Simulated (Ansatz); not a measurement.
**Debugging a many-body input for VBiO4 (Clinobisvanite)**

A first try at the G0W0 gap of VBiO4 (Clinobisvanite), what the program said, and an input that works.

Main program and level: Ansatz 0.2.0; G0W0 on LDA, plane waves, PAW.

## Step 1: Starting point

It takes space group C2/c (No. 15, monoclinic). Conventional cell: a = 7.247 Å, b = 11.697 Å, c = 5.090 Å, α = 90.00°, β = 134.22°, γ = 90.00°. Nearest to V lie 4 O at 1.69 to 1.77 Å. Nearest to Bi lie 8 O at 2.35 to 2.63 Å. Nearest to O lie 1 V at 1.77 Å and 2 Bi at 2.35 to 2.37 Å. Nearest to O lie 1 V at 1.69 Å and 2 Bi at 2.52 to 2.63 Å. Farther neighbours and most contacts between anions are not listed.

Structure file:

```cif
data_structure
_symmetry_space_group_name_H-M 'C2/c'
_symmetry_Int_Tables_number 15
_cell_length_a 7.2472
_cell_length_b 11.6972
_cell_length_c 5.0898
_cell_angle_alpha 90.000
_cell_angle_beta 134.225
_cell_angle_gamma 90.000
_cell_volume 309.20
loop_
_atom_site_label
_atom_site_type_symbol
_atom_site_symmetry_multiplicity
_atom_site_Wyckoff_symbol
_atom_site_fract_x
_atom_site_fract_y
_atom_site_fract_z
_atom_site_occupancy
V1 V 4 e 0.50000 0.63000 0.25000 1
Bi1 Bi 4 e 0.00000 0.63350 0.25000 1
O1 O 8 f 0.64650 0.70820 0.13880 1
O2 O 8 f 0.76060 0.94930 0.37960 1
```

The cell and positions come from the Crystallography Open Database and are kept as given unless a step says otherwise. Spin-orbit coupling is left out unless a step names it. The default PAW set here is soft_2. Its files were made with PBE.

## Step 2: First try

Input file input.yaml:

```yaml
crystal:
  lattice:
    - [3.6235830947, -5.8486, 0.0]
    - [3.6235830947, 5.8486, 0.0]
    - [-3.5500110127, 0.0, 3.6473943918]
  atoms:
    - { symbol: V, position: [0.87, 0.13, 0.75] }
    - { symbol: V, position: [0.13, 0.87, 0.25] }
    - { symbol: Bi, position: [0.3665, 0.6335, 0.75] }
    - { symbol: Bi, position: [0.6335, 0.3665, 0.25] }
    - { symbol: O, position: [0.9383, 0.3547, 0.6388] }
    - { symbol: O, position: [0.6453, 0.0617, 0.8612] }
    - { symbol: O, position: [0.0617, 0.6453, 0.3612] }
    - { symbol: O, position: [0.3547, 0.9383, 0.1388] }
    - { symbol: O, position: [0.8113, 0.7099, 0.8796] }
    - { symbol: O, position: [0.2901, 0.1887, 0.6204] }
    - { symbol: O, position: [0.1887, 0.2901, 0.1204] }
    - { symbol: O, position: [0.7099, 0.8113, 0.3796] }
kpoints:
  mp_grid: { grid: [2, 2, 4] }
hamiltonian:
  xc: lda
scf:
  occupations: { method: fixed }
gw:
  n_empty_bands: 163
  ecut_chi: 60
  qp_bands: [v4, c4]
  qp_kpoints: band_edges
  screening: { model: contour_deformation }
  static_remainder: true
```

Run with:

```console
ansatz run input.yaml --threads 3 --pin off --max-ram 92160MiB --backend cuda --events-out ev --progress --plain --runs-dir out --devices 1 --max-vram 13GiB  # rebuilt from the run's record
```

Numbers of over 12 decimals in the logs are rounded to 6 here.

The program printed:

```text
Error: gw.static_remainder: true with hamiltonian.pseudopotentials.kind: paw|paw_fr|all_electron — the remainder's closure is formed of plane waves alone, without the terms of the atoms; leave out gw.static_remainder, or use kind: nc
```

Run time: 0.06 s. Hardware: 3 threads of AMD EPYC 7R13 (Zen 3), shared host; peak memory 0.043 GiB.

Q: What is the fault?

The program refused the input before any cycle.

The program's message: “Error: gw.static_remainder: true with hamiltonian.pseudopotentials.kind: paw|paw_fr|all_electron — the remainder's closure is formed of plane waves alone, without the terms of the atoms; leave out gw. …”

The fault: static remainder on PAW. The remainder's closure is built from plane waves alone and lacks the terms inside the atoms.

## Step 3: A better input

G0W0 replaces the xc potential by the self-energy, built once from these orbitals. Only a window of levels is corrected, while the sums run over the empty bands that the input names.

input.yaml: that of step 2 with these lines changed.

```diff
@@ -25,4 +25,4 @@
 gw:
-  n_empty_bands: 163
-  ecut_chi: 60
+  n_empty_bands: 394
+  ecut_chi: 108
   qp_bands: [v4, c4]
@@ -30,2 +30 @@
   screening: { model: contour_deformation }
-  static_remainder: true
```

The program printed:

```text
GPUs: using 1 of 1 available (devices: 1).
[...]
device memory: the entry about to start is reckoned to put 3.6 GiB on a device that reports 40.5 GiB free (of which the cap on the GPU budget leaves the run 13.0 GiB)
GPU FFT provider: cuFFT
GPU libraries: cuBLAS 13.8.2, cuFFT 12.4.0, cuSOLVER 12.3.4
Crystal: 12 atoms, lattice volume = 154.598 Å³
Basis set: ecut = 420 eV, 3041 PW (Γ)
Bands: 64, of which v1, the nominal top of the filled ones, is band 52 counted from 1 (51 counted from 0)
Symmetry: 4 space group operations
[...]
k-points: 9 of 16
[...]
GPU buffer pool allocated for 82944 grid points (all kernels)
GPU transforms: local potential and band sums: pruned to the plane-wave sphere, on 45×45×36
[...]
SCF iter   1: F=—  HF=-34338.366217 eV  |F-HF|=—  |Δ(HF+E_count)|=         —  Δρ=1.90e-2  dr2=5.25e-1  ethr=1.77e-3  ⟨swp⟩=4.1  Hψ=1726  notcnv=0  defer=74
[...]
0    49      7.1428   -23.7499     3.3433   -20.4416  0.7232     7.1778     7.1778  root
     0    50      7.4512   -25.3215     4.6437   -20.5773  0.7071     7.3505     7.3507  root
     0    51      7.5059   -25.6738     4.8339   -20.7317  0.7118     7.3975     7.3978  root
     0    52      7.6648   -25.8456     4.3513   -21.4595  0.7193     7.6300     7.6300  root
     0    53     10.6048   -15.7553    -5.9200   -23.1947  0.7238    12.1803    12.1242  root
     0    54     11.0444   -16.4378    -6.0289   -23.9968  0.7155    12.6391    12.5744  root
     0    55     11.3622   -17.1397    -6.3642   -25.0233  0.6890    12.9726    12.8816  root
     0    56     11.5452   -17.2110    -6.3845   -25.0572  0.6876    13.0986    13.0068  root
[...]
8    53     11.0243   -16.6368    -6.1935   -24.3312  0.6999    12.6008    12.5252  root
     8    54     11.0243   -16.6368    -6.1935   -24.3312  0.6999    12.6008    12.5252  root
     8    55     11.2021   -15.8558    -5.8856   -23.2315  0.7209    12.7517    12.6922  root
     8    56     11.2021   -15.8558    -5.8856   -23.2315  0.7209    12.7517    12.6922  root
[key lines of the parts left out:]
SCF converged after 9 iterations
Free energy (F): -34338.254456 eV
Fermi energy:    8.050453 eV
```

Wall time 29 s (1 × NVIDIA H100 80GB HBM3 (shared by 6 runs) with 3 threads); peak memory 1.5 GiB; 50 s of CPU time.

The column dr2 measures how far the density is from self-consistency, as an energy; F and HF (Harris–Foulkes) agree once it is small.

Numbers from this step:

```yaml
bands_summed: 446
rpa_eps_infinity_on_this_mesh_eigenvalues: 5.947, 6.901, 7.428
plane_waves_in_the_screening_matrix: 401
q_points_in_the_mesh: 16
g0w0_gap_on_the_mesh: 3.704 eV
k_of_the_valence_top: 0, 0, 0.25
k_of_the_conduction_bottom: 0, -0.5, -0.5
starting_gap_on_the_mesh: 2.299 eV
z_at_the_valence_top: 0.7320
z_at_the_conduction_bottom: 0.7218
least_direct_g0w0_gap_on_the_computed_points: 3.766 eV
```

The gap on the mesh goes from 2.30 eV to 3.70 eV, a correction of +1.40 eV. Between the two edge states, bare exchange in place of the xc potential would open the gap by 10.73 eV, and correlation takes back 9.33 eV.

## Step 4: What came out

```yaml
first_try: refused after 0.06 s
better_run: G0W0 gap on the mesh 3.70 eV (2×2×4 mesh, 394 empty bands, screening to 108 eV)
```

**Reading.** The second run differs in: empty bands, screening cutoff (eV) and static remainder. Bands and cutoff are finite, so the gap is not at the basis limit. The miss can reach some tenths of an eV and take either sign; the mesh is an error of its own. The 2×2×4 mesh is coarse for this cell (its supercell is 14 Å along the shortest edge). The RPA ε∞ on it, from the LDA start, is 5.95, 6.90 and 7.43; such meshes misread the long-range screening, most where the gap is narrow. Where an edge is built on 6p states of lead, bismuth or thallium, scalar-relativistic gaps usually stand too wide, by a few tenths to over one eV. The runs have no spin polarisation. For a closed low-spin shell that is the natural state; where a d or f shell is open it is a constraint, and the gap is then not the crystal's own. With d states at the gap, one-shot GW leans hard on its start. The many-body steps are scalar-relativistic: spin-orbit coupling is not in them.

[Paths, hosts, dates, memory and timing lines, banners, echoed tables and standing remarks are left out of the program output.]

[Logs are printed without paths, hosts, clocks, repeated set-up lines and the standing remarks that a program may print on its own settings, such as how far it seeks lower states.]

[Runs of the session that timed out or met a known fault of the program may be left out.]

[Cells called generated may have been cut or substituted from an entry of the Crystallography Open Database or the Materials Project.]

[Hosts, paths, dates, database ids (printed as entryN), source tags and the programs' standing remarks are cut or masked in the printed files.]
